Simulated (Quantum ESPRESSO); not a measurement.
# MgS (Niningerite): how pressure shifts the optical phonon

Aim: the Grüneisen parameter and the pressure coefficient of an optical mode of MgS (Niningerite).

Main program and level: Quantum ESPRESSO 7.5; DFT LDA, scalar-relativistic, plane waves, PseudoDojo norm-conserving pseudopotentials.

**1. The relaxed structure**

The structure is cubic, space group Fm-3m (No. 225). The conventional cell has a = 5.132 Å, b = 5.132 Å, c = 5.132 Å, α = 90.00°, β = 90.00°, γ = 90.00°. Mg has 6 S at 2.57 Å nearest. Nearest to S lie 6 Mg at 2.57 Å. Farther neighbours and most contacts between anions are not listed.

Coordinates:

```
Mg S
1.0
    -2.56586    0.00000    2.56586
     0.00000    2.56586    2.56586
    -2.56586    2.56586    0.00000
Mg S
1 1
Direct
  0.00000 0.00000 0.00000
  0.50000 0.50000 0.50000
```

This is the cell after its relaxation at this level of theory, not the database cell from which that began.

**2. Runs at several volumes**

The relaxed cell is scaled uniformly; in this structure symmetry fixes all atoms, so nothing has to be relaxed anew. Each volume gets a ground state and a response at Γ. The mode followed is the highest one without the macroscopic field, of symmetry T1u; longitudinal polar modes lie higher. Cutoff 92 Ry, k mesh 8×8×8.

From the response at V/V₀ = 0.94:

Log:

```text
[banners, grids, parts of the stress and lines that vanish by symmetry left out]
Program PHONON v.7.5
     Reading xml data from directory:

[...]
Exchange-correlation= PW
                           (   1   4   0   0   0   0   0)
[...]
kinetic-energy cut-off    =      92.0000  Ry
     charge density cut-off    =     368.0000  Ry
     convergence threshold     =      1.0E-18
[...]
Exchange-correlation= PW
                           (   1   4   0   0   0   0   0)
[...]
q = (   0.0000000   0.0000000   0.0000000 )
     49 Sym.Ops. (with q -> -q+G )
     G cutoff =  420.5990  (  25605 G-vectors)     FFT grid: ( 45, 45, 45)
     number of k points=    29
[...]
Mode symmetry, O_h (m-3m)  point group:
[...]
Dielectric constant
[...]
End of electric fields calculation
          Dielectric constant in cartesian axis
          (       5.670538159       0.000000000       0.000000000 )
          (       0.000000000       5.670538159      -0.000000000 )
          (       0.000000000      -0.000000000       5.670538159 )
          Effective charges (d Force / dE) in cartesian axis without acoustic sum rule applied (asr)
           atom    1  Mg    Mean Z*:        2.24199
      Ex  (        2.24199       -0.00000       -0.00000 )
      Ey  (       -0.00000        2.24199       -0.00000 )
      Ez  (       -0.00000       -0.00000        2.24199 )
           atom    2  S     Mean Z*:       -2.25568
      Ex  (       -2.25568        0.00000       -0.00000 )
      Ey  (        0.00000       -2.25568        0.00000 )
      Ez  (       -0.00000       -0.00000       -2.25568 )
          Effective charges Sum: Mean:       -0.01369
[...]
Effective charges (d Force / dE) in cartesian axis with asr applied:
           atom    1  Mg    Mean Z*:        2.24883
[...]
atom    2  S     Mean Z*:       -2.24883
[...]
Representation #   1 modes #   1   2   3
[...]
End of self-consistent calculation
     Convergence has been achieved
     Representation #   2 modes #   4   5   6
[...]
End of self-consistent calculation
     Convergence has been achieved
[...]
Dielectric constant in cartesian axis
          (       5.670538159       0.000000000       0.000000000 )
          (       0.000000000       5.670538159      -0.000000000 )
          (       0.000000000      -0.000000000       5.670538159 )
          Effective charges (d Force / dE) in cartesian axis without acoustic sum rule applied (asr)
           atom    1  Mg    Mean Z*:        2.24199
      Ex  (        2.24199       -0.00000       -0.00000 )
      Ey  (       -0.00000        2.24199       -0.00000 )
      Ez  (       -0.00000       -0.00000        2.24199 )
           atom    2  S     Mean Z*:       -2.25568
      Ex  (       -2.25568        0.00000       -0.00000 )
      Ey  (        0.00000       -2.25568        0.00000 )
      Ez  (       -0.00000       -0.00000       -2.25568 )
          Effective charges Sum: Mean:       -0.01369
[...]
Effective charges (d Force / dE) in cartesian axis with asr applied:
           atom    1  Mg    Mean Z*:        2.24883
[...]
atom    2  S     Mean Z*:       -2.24883
[...]
q = (    0.000000000   0.000000000   0.000000000 )
[...]
freq (    1) =       0.068366 [THz] =       2.280448 [cm-1]
     freq (    2) =       0.068366 [THz] =       2.280448 [cm-1]
     freq (    3) =       0.068366 [THz] =       2.280448 [cm-1]
     freq (    4) =       8.829714 [THz] =     294.527547 [cm-1]
     freq (    5) =       8.829714 [THz] =     294.527547 [cm-1]
     freq (    6) =       8.829714 [THz] =     294.527547 [cm-1]
[...]
Mode symmetry, O_h (m-3m)  point group:
     freq (   1-   3) =          2.3  [cm-1]   --> T_1u G_15  G_4- I
     freq (   4-   6) =        294.5  [cm-1]   --> T_1u G_15  G_4- I

   JOB DONE.
```

One volume, V/V₀ = 1.03, is held back as a test.

```
V/V₀  volume (Å³/atom)  pressure (GPa)   ω (cm⁻¹)
0.94            15.879            5.83     294.53
0.97            16.386            2.69     272.64
   1            16.893            0.00     251.45
1.03            17.400           -2.31  held back
1.06            17.906           -4.30     210.53
```

**3. The fit**

The mode Grüneisen parameter is γ = −d ln ω / d ln V.

```
ln(V/V₀)    ln ω
 -0.0619  5.6854
 -0.0305  5.6082
  0.0000  5.5272
  0.0583  5.3496
```

A straight line through these points has the slope -2.808, so γ = 2.81; at V/V₀ = 1.03 it predicts ω = exp(5.5187 − 0.0830) = 229.45 cm⁻¹.

A parabola of pressure against ln V through V/V₀ = 0.97, 1 and 1.03 gives the bulk modulus B = −dP/d ln V = 83 GPa at V₀. With ω₀ from the fitted line the pressure coefficient follows as dω/dP = γ ω₀ / B = 2.81 × 249.3 / 83 = 8.41 cm⁻¹/GPa.

**4. The run that was held back**

Log:

```text
[banners, grids, parts of the stress and lines that vanish by symmetry left out]
[banner, memory and clock lines left out]
Program PHONON v.7.5

[...]
Exchange-correlation= PW
                           (   1   4   0   0   0   0   0)
[...]
kinetic-energy cut-off    =      92.0000  Ry
     charge density cut-off    =     368.0000  Ry
     convergence threshold     =      1.0E-18
[...]
Exchange-correlation= PW
                           (   1   4   0   0   0   0   0)
[...]
q = (   0.0000000   0.0000000   0.0000000 )
     49 Sym.Ops. (with q -> -q+G )
     G cutoff =  447.0346  (  27941 G-vectors)     FFT grid: ( 45, 45, 45)
     number of k points=    29
[...]
Mode symmetry, O_h (m-3m)  point group:
[...]
Dielectric constant
[...]
End of electric fields calculation
          Dielectric constant in cartesian axis
          (       5.647652959      -0.000000000      -0.000000000 )
          (      -0.000000000       5.647652959       0.000000000 )
          (      -0.000000000       0.000000000       5.647652959 )
          Effective charges (d Force / dE) in cartesian axis without acoustic sum rule applied (asr)
           atom    1  Mg    Mean Z*:        2.33028
      Ex  (        2.33028        0.00000        0.00000 )
      Ey  (        0.00000        2.33028       -0.00000 )
      Ez  (        0.00000       -0.00000        2.33028 )
           atom    2  S     Mean Z*:       -2.34219
      Ex  (       -2.34219       -0.00000        0.00000 )
      Ey  (       -0.00000       -2.34219        0.00000 )
      Ez  (        0.00000        0.00000       -2.34219 )
[...]
Representation #   1 modes #   1   2   3
[...]
End of self-consistent calculation
     Convergence has been achieved
     Representation #   2 modes #   4   5   6
[...]
End of self-consistent calculation
     Convergence has been achieved
[...]
Dielectric constant in cartesian axis
          (       5.647652959      -0.000000000      -0.000000000 )
          (      -0.000000000       5.647652959       0.000000000 )
          (      -0.000000000       0.000000000       5.647652959 )
          Effective charges (d Force / dE) in cartesian axis without acoustic sum rule applied (asr)
           atom    1  Mg    Mean Z*:        2.33028
      Ex  (        2.33028        0.00000        0.00000 )
      Ey  (        0.00000        2.33028       -0.00000 )
      Ez  (        0.00000       -0.00000        2.33028 )
           atom    2  S     Mean Z*:       -2.34219
      Ex  (       -2.34219       -0.00000        0.00000 )
      Ey  (       -0.00000       -2.34219        0.00000 )
      Ez  (        0.00000        0.00000       -2.34219 )
          Effective charges Sum: Mean:       -0.01190
[...]
Effective charges (d Force / dE) in cartesian axis with asr applied:
           atom    1  Mg    Mean Z*:        2.33624
[...]
atom    2  S     Mean Z*:       -2.33624
[...]
q = (    0.000000000   0.000000000   0.000000000 )
[...]
freq (    1) =       0.087087 [THz] =       2.904919 [cm-1]
     freq (    2) =       0.087087 [THz] =       2.904919 [cm-1]
     freq (    3) =       0.087087 [THz] =       2.904919 [cm-1]
     freq (    4) =       6.919204 [THz] =     230.799786 [cm-1]
     freq (    5) =       6.919204 [THz] =     230.799786 [cm-1]
     freq (    6) =       6.919204 [THz] =     230.799786 [cm-1]
[...]
Mode symmetry, O_h (m-3m)  point group:
     freq (   1-   3) =          2.9  [cm-1]   --> T_1u G_15  G_4- I
     freq (   4-   6) =        230.8  [cm-1]   --> T_1u G_15  G_4- I
```

It gives 230.80 cm⁻¹ against the predicted 229.45 cm⁻¹, a miss of 1 cm⁻¹.

**5. Results**

- mode Grüneisen parameter: 2.808
- bulk modulus: 83.2 GPa
- pressure coefficient: 8.41 cm⁻¹/GPa

What this shows: The highest optical mode of MgS (Niningerite) without the LO-TO term stiffens by 8.41 cm⁻¹ a GPa near the relaxed volume, with γ = 2.81. The power law meets all 5 runs within 0.86 %; between neighbouring volumes γ runs from 2.46 to 3.20. Such a coefficient turns a measured shift of this mode into a hydrostatic stress; uniaxial or biaxial stress splits the mode and needs deformation potentials. These are harmonic values at zero temperature for the structure held cubic, which a run at Γ can't show to be stable; the bulk modulus rests on three points.

[Host names and launcher messages were left out of these logs when they were recorded.]

[Logs are printed without paths, hosts, clocks, repeated set-up lines and the standing remarks that a program may print on its own settings, such as how far it seeks lower states.]

[Hosts, paths, dates, database ids (printed as entryN), source tags and the programs' standing remarks are cut or masked in the printed files.]
